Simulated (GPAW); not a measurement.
**MgS (F-43m): G0W0 with GPAW, start to end**

Wanted: ground state, empty states, screening and self-energy for MgS (F-43m).

Main program and level: GPAW 26.7.0; LDA and many-body steps on it, plane waves.

### Step 1. Set-up

Symmetry: F-43m, No. 216, cubic system. Conventional cell: a = 5.666 Å, b = 5.666 Å, c = 5.666 Å, α = 90.00°, β = 90.00°, γ = 90.00°. Nearest to Mg lie 4 S at 2.45 Å. Nearest to S lie 4 Mg at 2.45 Å. Farther neighbours and most contacts between anions are not listed.

The cell and positions are those that the Materials Project relaxed with its own functionals (PBE, PBE+U or r2SCAN), kept fixed. This is not the form that MgS usually takes at ambient conditions.

### Step 2. Ground state

This step: GPAW 26.7.0; DFT, LDA, plane waves, PAW.

The ground-state density comes first.

Contents of run.py:

```python
import json
import numpy as np
from gpaw.mpi import world
from ase import Atoms
from gpaw import GPAW, PW, FermiDirac

atoms = Atoms(['Mg', 'S'],
    cell=[[0.0000000000, 2.8331200468, 2.8331200468],
      [2.8331200468, 0.0000000000, 2.8331200468],
      [2.8331200468, 2.8331200468, 0.0000000000]],
    scaled_positions=[[0.0000000000, 0.0000000000, 0.0000000000],
      [0.7500000000, 0.7500000000, 0.7500000000]],
    pbc=(True, True, True))
calc = GPAW(mode=PW(450),
    xc='LDA',
    kpts={'size': (8, 8, 8), 'gamma': True},
    occupations=FermiDirac(0.001),
    nbands=-7,
    convergence={'density': 1e-6, 'bands': -3},
    maxiter=100,
    txt='gs.txt')
atoms.calc = calc
res = {'energy': atoms.get_potential_energy()}
kpts = calc.get_ibz_k_points()
res['kpts'] = kpts
res['eigenvalues'] = [calc.get_eigenvalues(kpt=k) for k in range(len(kpts))]
res['n_electrons'] = calc.get_number_of_electrons()
calc.write('gs.gpw')

if world.rank == 0:
    with open('result.json', 'w') as f:
        json.dump(res, f, default=lambda x: x.tolist())
```

Run with:

```bash
$ mpirun -n 4 gpaw python run.py
```

Numbers of over 12 decimals in the logs are rounded to 6 here.

Output:

```text
__  _  _
 | _ |_)|_||  |
 |__||  | ||/\| - 26.7.0

Input parameters:
  mode=PW(ecut=450.000000),
  convergence={'density': 1e-06, 'bands': -3},
  kpts=MonkhorstPack(size=(8, 8, 8), gamma=True),
  maxiter=100,
  nbands=-7,
  occupations=Occupations(name='fermi-dirac', width=0.001, fixmagmom=False),
  xc=XC(name='LDA')
  [... matrices ...]
Diagonalizing LCAO Hamiltonian
Converting LCAO to pw mode

                    S

       Mg

Atoms  # Å, Bohr magnetons
|   | symbol |        x |        y |        z |    initial magnetic moments |
| 0 |     Mg | 0.000000 | 0.000000 | 0.000000 | ( 0.0000,  0.0000,  0.0000) |
| 1 |      S | 4.249680 | 4.249680 | 4.249680 | ( 0.0000,  0.0000,  0.0000) |

Unit cell  # Å
| periodic |        x |        y |        z |  lengths |    angles |
|      yes | 0.000000 | 2.833120 | 2.833120 | 4.006637 | 60.000000 |
|      yes | 2.833120 | 0.000000 | 2.833120 | 4.006637 | 60.000000 |
|      yes | 2.833120 | 2.833120 | 0.000000 | 4.006637 | 60.000000 |

Number of symmetries: 24
Symmetry operations  # r_c * U_cc + t_c -> r_c
|    | kind |            matrix            |
|  0 |  E   |  1, 0, 0,  0, 1, 0,  0, 0, 1 |
|  1 |  σ   |  1, 0, 0,  0, 0, 1,  0, 1, 0 |
|  2 |  σ   |  1, 0,-1,  0, 1,-1,  0, 0,-1 |
|  3 |  C3  |  1, 0,-1,  0, 0,-1,  0, 1,-1 |
|  4 |  C3  |  1,-1, 0,  0,-1, 1,  0,-1, 0 |
|  5 |  σ   |  1,-1, 0,  0,-1, 0,  0,-1, 1 |
|  6 |  σ   |  0, 1, 0,  1, 0, 0,  0, 0, 1 |
|  7 |  C3  |  0, 1, 0,  0, 0, 1,  1, 0, 0 |
|  8 |  C2  |  0, 1,-1,  1, 0,-1,  0, 0,-1 |
|  9 |  S4  |  0, 1,-1,  0, 0,-1,  1, 0,-1 |
| 10 |  C3  |  0, 0, 1,  1, 0, 0,  0, 1, 0 |
| 11 |  σ   |  0, 0, 1,  0, 1, 0,  1, 0, 0 |
| 12 |  S4  |  0, 0,-1,  1, 0,-1,  0, 1,-1 |
| 13 |  C3  |  0, 0,-1,  0, 1,-1,  1, 0,-1 |
| 14 |  S4  |  0,-1, 1,  1,-1, 0,  0,-1, 0 |
| 15 |  C2  |  0,-1, 1,  0,-1, 0,  1,-1, 0 |
| 16 |  C3  |  0,-1, 0,  1,-1, 0,  0,-1, 1 |
| 17 |  S4  |  0,-1, 0,  0,-1, 1,  1,-1, 0 |
| 18 |  S4  | -1, 1, 0, -1, 0, 1, -1, 0, 0 |
| 19 |  C3  | -1, 1, 0, -1, 0, 0, -1, 0, 1 |
| 20 |  C3  | -1, 0, 1, -1, 1, 0, -1, 0, 0 |
| 21 |  S4  | -1, 0, 1, -1, 0, 0, -1, 1, 0 |
| 22 |  σ   | -1, 0, 0, -1, 1, 0, -1, 0, 1 |
| 23 |  C2  | -1, 0, 0, -1, 0, 1, -1, 1, 0 |

BZ-sampling:
  Number of BZ points: 512
  Number of IBZ points: 29

  Monkhorst-Pack size: [8, 8, 8]
  Monkhorst-Pack shift: [0.0625, 0.0625, 0.0625]

K-points  # in reciprocal-cell coordinates
|     |                                coordinates |     weight |
|   0 | (  0.00000000,   0.00000000,   0.00000000) | 0.00195312 |
|   1 | (  0.12500000,   0.12500000,   0.00000000) | 0.01171875 |
|   2 | (  0.12500000,   0.12500000,   0.12500000) | 0.01562500 |
|   3 | (  0.25000000,   0.12500000,   0.12500000) | 0.02343750 |
|   4 | (  0.25000000,   0.25000000,   0.00000000) | 0.01171875 |
|   5 | (  0.25000000,   0.25000000,   0.12500000) | 0.04687500 |
|   6 | (  0.25000000,   0.25000000,   0.25000000) | 0.01562500 |
|   7 | (  0.37500000,   0.25000000,  -0.37500000) | 0.04687500 |
|   8 | (  0.37500000,   0.25000000,   0.12500000) | 0.04687500 |
|   9 | (  0.37500000,   0.25000000,   0.25000000) | 0.04687500 |
| ... |                                            |            |
|  28 | (  0.50000000,   0.50000000,   0.50000000) | 0.00781250 |

Plane wave coefficients: 995
Cutoff: 450.000000 eV

Spin-components: 1 (collinear spins)
Bands:           15
Projectors:      10
Spin-degeneracy: 2
Datatype:        complex128

  Storage: CPU
  Wave functions: 6_716_400 bytes (1_679_100 per core)
  Projectors: 9_402_960 bytes (2_350_740 per core)
  [... matrices ...]
Parallelization:
  kpt:    4
  domain: 1
  band:   1

Density:
  Valence electrons: 16.0
  Components: 1
  Grid points: [20 20 20]
  Charge: 0.0  # |e|

Potential:
  Grid points: [20 20 20]

species:
  Mg:
    name:    Magnesium
    Z:       12.0
    valence: 10
    core:    2
    charge:  0.0  # [|e|]
    compensation charges:
      type: gauss
      rc: 0.33  # [Å]
      lmax: 2
    cutoffs:
      filter: 1.86  # [Å]
      core: 0.54  # [Å]
    projectors
    | kind |    occ | energy [eV] | rcut [Å] |
    |   2s |  2.000 |     -79.291 |    1.090 |
    |   3s |  2.000 |      -4.782 |    1.090 |
    |   2p |  6.000 |     -46.725 |    1.085 |
    |   3p |  0.000 |      -1.374 |    1.085 |
    |    d |        |       0.000 |    1.037 |

    Using partial waves for Mg as LCAO basis

  S:
    name:    Sulfur
    Z:       16.0
    valence: 6
    core:    10
    charge:  0.0  # [|e|]
    compensation charges:
      type: gauss
      rc: 0.24  # [Å]
      lmax: 2
    cutoffs:
      filter: 1.77  # [Å]
      core: 1.66  # [Å]
    projectors
    | kind |    occ | energy [eV] | rcut [Å] |
    |   3s |  2.000 |     -17.278 |    0.974 |
    |   3p |  4.000 |      -7.106 |    0.979 |
    |    s |        |       9.933 |    0.974 |
    |    p |        |      20.105 |    0.979 |
    |    d |        |       0.000 |    0.900 |

    Using partial waves for S as LCAO basis

Reference energy: -16251.813960  # eV

eigensolver:
  PPCG
  Converge bands: -3
  niter=2

density mixing:
  MSR1-Mixer
  Pratt-step length: 0.05
  Maximum mixing coefficient: 0.75
  Old densities: 10
  SVD Regularization: 0.005
  Good broyden scale: 1.0
  Trust region scale: 1.0
  Backstep threshold: 4.0
  History deletion threshold: 6.0
  Fourier metric: weight=20.0, sigma=0.015

occupation numbers:
  Fermi-Dirac:
    width: 0.0010  # eV

poisson solver:
  ecut: 3600.000000  # eV

xc functional:
  name: None

Initialization done in: 0.682 s

convergence criteria:
- Maximum integral of absolute [dens]ity change: 1e-06 electrons / valence electron
- Maximum [total energy] change in last 3 cyles: 0.0005 eV / valence electron
- Maximum integral of absolute [eigenst]ate change: 4e-08 eV^2 / valence electron
maximum number of iterations: 100

SCF iterations
|iter     |     time |      energy | eigst |  dens |
|iter:   1|  |   -9.866082 | +0.96 |       |
|iter:   2|  |   -9.772924 | -0.30 | -1.08 |
|iter:   3|  |   -9.409670 | -1.09 | -1.12 |
|iter:   4|  |   -9.409353 | -3.12 | -1.77 |
|iter:   5|  |   -9.409488c| -3.77 | -2.21 |
|iter:   6|  |   -9.409499c| -5.69 | -3.29 |
|iter:   7|  |   -9.409501c| -6.77 | -3.72 |
|iter:   8|  |   -9.409501c| -7.46c| -5.01 |
|iter:   9|  |   -9.409501c| -8.39c| -5.52 |
|iter:  10|  |   -9.409501c| -8.82c| -6.23c|

Converged in 10 steps
SCF loop duration: 1.236 s (0.124 s/step)
Energy contributions relative to reference atoms: (reference = -16251.813960)
  [... matrices ...]
Energy contributions:
  Kinetic:           6.549813
  Coulomb:          -5.990434
  Zero:             -0.053104
  External:          0.000000
  Xc:               -9.915776
  Entropy:          -0.000000
  Spinorbit:         0.000000
  ----------------------------
  Free energy:      -9.409501
  Extrapolated:     -9.409501

dipole moment: (-5.527567, -5.527567, -5.527567)  # |e|*Ang

Fermi level: 2.534
Eigenvalues  # (at kpt = [0.000, 0.000, 0.000])
| band index |      eig [eV] | occ [0-2] |
|          0 |       -71.651 |     2.000 |
|          1 |       -39.094 |     2.000 |
|          2 |       -39.094 |     2.000 |
|          3 |       -39.094 |     2.000 |
|          4 |        -9.702 |     2.000 |
|          5 |         1.541 |     2.000 |
|          6 |         1.541 |     2.000 |
|          7 |         1.541 |     2.000 |
|          8 |         4.716 |     0.000 |
|          9 |         9.281 |     0.000 |
|         10 |         9.281 |     0.000 |
|         11 |         9.281 |     0.000 |
|         12 |        12.210 |     0.000 |
|         13 |        12.210 |     0.000 |
|         14 |        14.922 |     0.000 |

Gap: 3.176 eV
Transition (v -> c):
  (s=0, k=0, n=7, [0.00, 0.00, 0.00]) -> (s=0, k=0, n=8, [0.00, 0.00, 0.00])
No difference between direct/indirect transitions
# Writing to gs.gpw (mode='')
  [... matrices ...]
```

The job ended after 3.4 s (4 MPI ranks of Arm Neoverse V2, shared host; peak memory 0.59 GiB).

This step gave:

| Quantity | Value |
| --- | --- |
| total energy | -9.410 eV |
| gap | 3.176 eV |
| k of the valence top | 0, 0, 0 |
| k of the conduction bottom | 0, 0, 0 |
| least direct gap | 3.176 eV |

The gap is direct, at Γ.

### Step 3. Bands along the symmetry lines

The cheap functional maps the bands first; the places of the edges decide which points the dearer methods must see.

Contents of run.py:

```python
import json
import numpy as np
from gpaw.mpi import world
from gpaw import GPAW

path = [[0.000000, 0.000000, 0.000000],
    [-0.062500, -0.062500, 0.000000],
    [-0.125000, -0.125000, 0.000000],
    [-0.187500, -0.187500, 0.000000],
    [-0.250000, -0.250000, 0.000000],
    [-0.312500, -0.312500, 0.000000],
    [-0.375000, -0.375000, 0.000000],
    [-0.437500, -0.437500, 0.000000],
    [-0.500000, -0.500000, 0.000000],
    [-0.484375, -0.484375, 0.031250],
    [-0.468750, -0.468750, 0.062500],
    [-0.453125, -0.453125, 0.093750],
    [-0.437500, -0.437500, 0.125000],
    [-0.421875, -0.421875, 0.156250],
    [-0.406250, -0.406250, 0.187500],
    [-0.390625, -0.390625, 0.218750],
    [-0.375000, -0.375000, 0.250000],
    [-0.375000, 0.000000, 0.375000],
    [-0.328125, 0.000000, 0.328125],
    [-0.281250, 0.000000, 0.281250],
    [-0.234375, 0.000000, 0.234375],
    [-0.187500, 0.000000, 0.187500],
    [-0.140625, 0.000000, 0.140625],
    [-0.093750, 0.000000, 0.093750],
    [-0.046875, 0.000000, 0.046875],
    [0.000000, 0.000000, 0.000000],
    [0.000000, 0.000000, 0.062500],
    [0.000000, 0.000000, 0.125000],
    [0.000000, 0.000000, 0.187500],
    [0.000000, 0.000000, 0.250000],
    [0.000000, 0.000000, 0.312500],
    [0.000000, 0.000000, 0.375000],
    [0.000000, 0.000000, 0.437500],
    [0.000000, 0.000000, 0.500000],
    [-0.062500, -0.031250, 0.468750],
    [-0.125000, -0.062500, 0.437500],
    [-0.187500, -0.093750, 0.406250],
    [-0.250000, -0.125000, 0.375000],
    [-0.312500, -0.156250, 0.343750],
    [-0.375000, -0.187500, 0.312500],
    [-0.437500, -0.218750, 0.281250],
    [-0.500000, -0.250000, 0.250000],
    [-0.500000, -0.281250, 0.218750],
    [-0.500000, -0.312500, 0.187500],
    [-0.500000, -0.343750, 0.156250],
    [-0.500000, -0.375000, 0.125000],
    [-0.500000, -0.406250, 0.093750],
    [-0.500000, -0.437500, 0.062500],
    [-0.500000, -0.468750, 0.031250],
    [-0.500000, -0.500000, 0.000000]]
calc = GPAW('gs.gpw').fixed_density(kpts=path,
    symmetry='off',
    nbands=18,
    convergence={'bands': 14},
    txt='bands.txt')
res = {}
kpts = calc.get_ibz_k_points()
res['kpts'] = kpts
res['eigenvalues'] = [calc.get_eigenvalues(kpt=k) for k in range(len(kpts))]
res['n_electrons'] = calc.get_number_of_electrons()

if world.rank == 0:
    with open('result.json', 'w') as f:
        json.dump(res, f, default=lambda x: x.tolist())
```

Run with:

```bash
$ mpirun -n 4 gpaw python run.py
```

Output:

```text
Diagonalizing LCAO Hamiltonian
Converting LCAO to pw mode
convergence criteria:
- Maximum integral of absolute [eigenst]ate change: 4e-08 eV^2 / valence electron
maximum number of iterations: 100

SCF iterations
|iter     |     time |      energy | eigst |  dens |
|iter:   1|  |             | +1.64 |       |
|iter:   2|  |             | +0.83 |       |
|iter:   3|  |             | -0.01 |       |
[...]
|iter:   8|  |             | -6.36 |       |
|iter:   9|  |             | -7.26 |       |
|iter:  10|  |             | -8.14c|       |
SCF steps: 10
  __  _  _
 | _ |_)|_||  |
 |__||  | ||/\| - 26.7.0

Input parameters:
  mode=PW(ecut=450.000000),
  convergence={'bands': 14},
  gpts=array([20, 20, 20]),
  kpts=KPoints(kpts=array([[ 0.      ,  0.      ,  0.      ],
         [-0.0625  , -0.0625  ,  0.      ],
         [-0.125   , -0.125   ,  0.      ],
         [-0.1875  , -0.1875  ,  0.      ],
[...]
[-0.484375, -0.484375,  0.03125 ],
[...]
[-0.453125, -0.453125,  0.09375 ],
[...]
[-0.421875, -0.421875,  0.15625 ],
[...]
[-0.390625, -0.390625,  0.21875 ],
[...]
[-0.328125,  0.      ,  0.328125],
[...]
[-0.234375,  0.      ,  0.234375],
[...]
[-0.140625,  0.      ,  0.140625],
[...]
[-0.046875,  0.      ,  0.046875],
         [ 0.      ,  0.      ,  0.      ],
         [ 0.      ,  0.      ,  0.0625  ],
         [ 0.      ,  0.      ,  0.125   ],
[...]
[ 0.      ,  0.      ,  0.4375  ],
         [ 0.      ,  0.      ,  0.5     ],
[...]
[-0.5     , -0.4375  ,  0.0625  ],
         [-0.5     , -0.46875 ,  0.03125 ],
         [-0.5     , -0.5     ,  0.      ]])),
  maxiter=100,
  nbands=18,
  occupations=Occupations(name='fermi-dirac', width=0.001, fixmagmom=False),
  parallel={},
  symmetry=Symmetry(point_group=False, time_reversal=False),
  xc=XC(name='LDA')
```

The job ended after 4.3 s (4 MPI ranks; peak memory 0.63 GiB; 17 s of CPU time).

Numbers from this step:

```
gap                        : 3.176 eV
k of the valence top       : 0, 0, 0
k of the conduction bottom : 0, 0, 0
least direct gap           : 3.176 eV
```

The gap is 3.176 eV, as in the run before at this level.

The electronic bands at the labelled points (eV, zero at the top of the highest filled band; v1 is the highest filled band, c1 the lowest empty one):

```csv
point,v4,v3,v2,v1,c1,c2,c3,c4
Γ,-11.24,0.00,0.00,0.00,3.18,7.74,7.74,7.74
halfway,-10.82,-1.80,-0.58,-0.58,4.94,6.30,8.19,9.26
X,-10.32,-2.88,-1.05,-1.05,3.66,5.42,10.87,12.00
halfway,-10.32,-2.78,-1.37,-0.99,3.99,5.81,10.33,11.13
U,-10.33,-2.54,-1.92,-0.83,4.62,6.77,9.34,9.95
jump to K,-10.33,-2.54,-1.92,-0.83,4.62,6.77,9.34,9.95
halfway,-10.79,-2.08,-0.88,-0.16,5.59,7.05,7.54,8.36
Γ,-11.24,0.00,0.00,0.00,3.18,7.74,7.74,7.74
halfway,-10.92,-1.91,-0.18,-0.18,4.72,7.57,7.96,7.96
L,-10.55,-3.20,-0.33,-0.33,4.86,7.44,7.44,8.36
halfway,-10.43,-2.84,-1.33,-0.66,5.85,6.26,8.52,8.66
W,-10.31,-2.35,-1.87,-1.36,5.34,7.72,7.97,8.30
halfway,-10.32,-2.69,-1.39,-1.22,4.35,6.14,9.80,9.95
X,-10.32,-2.88,-1.05,-1.05,3.66,5.42,10.87,12.00
```

The electronic bands as a text plot (rows in eV, shown from -8.0 to 8.6 only):

```
    8.3 |  +++++           ++++++++++      ++  +++++ +++++++
    7.6 |++                   +++++++++++++++++++++++    +++
    6.9 |  +++            +++++++++               +++  ++   +
    6.2 |     ++++      ++    ++                     ++      +
    5.5 |         ++++++    ++  +                   ++++++++  +++
    4.8 |    +++++        ++     ++         ++++++++        +
    4.1 |  ++     +    +++         ++    +++                 +++
    3.4 |++        ++++              ++++                       +
    2.8 |
    2.1 |
    1.4 |
    0.7 |
    0.0 |****                 **********************
   -0.7 |  *******************  *****    **       *******
   -1.4 |    *        ***   **** **        *          ** ********
   -2.1 |     ****       ***  ***           ***         ****
   -2.8 |         ************                 **   *****   *****
   -3.5 |                                        ***
   -4.2 |
   -4.9 |
   -5.6 |
   -6.3 |
   -7.0 |
   -7.7 |
         Γ           X  U|K            Γ         L        W     X
```

### Step 4. Empty states on the mesh, 4×4×4 mesh, 418 bands

The sums over transitions need many empty states on a uniform mesh; this step solves for them.

Contents of run.py:

```python
import json
import numpy as np
from gpaw.mpi import world
from gpaw import GPAW

calc = GPAW('gs.gpw').fixed_density(kpts={'size': (4, 4, 4), 'gamma': True},
    parallel={'domain': 1, 'band': 1},
    txt='nscf.txt')
calc.diagonalize_full_hamiltonian(nbands=418)
calc.write('full.gpw', mode='all')
res = {}
kpts = calc.get_ibz_k_points()
res['kpts'] = kpts
res['eigenvalues'] = [calc.get_eigenvalues(kpt=k) for k in range(len(kpts))]
res['n_electrons'] = calc.get_number_of_electrons()

if world.rank == 0:
    with open('result.json', 'w') as f:
        json.dump(res, f, default=lambda x: x.tolist())
```

Run with:

```bash
$ mpirun -n 4 gpaw python run.py
```

Output:

```text
Diagonalizing LCAO Hamiltonian
Converting LCAO to pw mode
convergence criteria:
- Maximum integral of absolute [eigenst]ate change: 4e-08 eV^2 / valence electron
maximum number of iterations: 100

SCF iterations
|iter     |     time |      energy | eigst |  dens |
|iter:   1|  |             | +0.95 |       |
|iter:   2|  |             | -0.36 |       |
|iter:   3|  |             | -1.33 |       |
[...]
|iter:   7|  |             | -6.15 |       |
|iter:   8|  |             | -7.30 |       |
|iter:   9|  |             | -7.89c|       |
SCF steps: 9
  __  _  _
 | _ |_)|_||  |
 |__||  | ||/\| - 26.7.0

Input parameters:
  mode=PW(ecut=450.000000),
  convergence={'density': 1e-06, 'bands': -3},
  gpts=array([20, 20, 20]),
  kpts=MonkhorstPack(size=(4, 4, 4), gamma=True),
  maxiter=100,
  nbands=15,
  occupations=Occupations(name='fermi-dirac', width=0.001, fixmagmom=False),
  parallel={'domain': 1, 'band': 1},
  xc=XC(name='LDA')
Matrix size: 982x982
# Writing to full.gpw (mode='all')
  [... matrices ...]

timing:  # [seconds]
  Total: 2.356  # ━━━━━━━━━━━━━━━━━━━━━━━━━━━━━━━━━━━━━━━━━━━━━━━━━━━━━━━━━━━
```

Elapsed: 4.8 s, on 4 MPI ranks; peak memory 0.94 GiB; 19 s of CPU time.

This step gave:

```yaml
gap: 3.176 eV
k_of_the_valence_top: 0, 0, 0
k_of_the_conduction_bottom: 0, 0, 0
least_direct_gap: 3.176 eV
k_points_computed: 8
lowest_point_of_the_top_converged_band_above_the_valence_top: 242.7077 eV
```

On this mesh the gap is 3.176 eV.

(Part 1 of 2 ends here.)

[Paths, hosts, dates, memory and timing lines, banners, echoed tables and standing remarks are left out of the program output.]

[Logs are printed without paths, hosts, clocks, repeated set-up lines and the standing remarks that a program may print on its own settings, such as how far it seeks lower states.]

[Runs of the session that timed out or met a known fault of the program may be left out.]

[Hosts, paths, dates, database ids (printed as entryN), source tags and the programs' standing remarks are cut or masked in the printed files.]
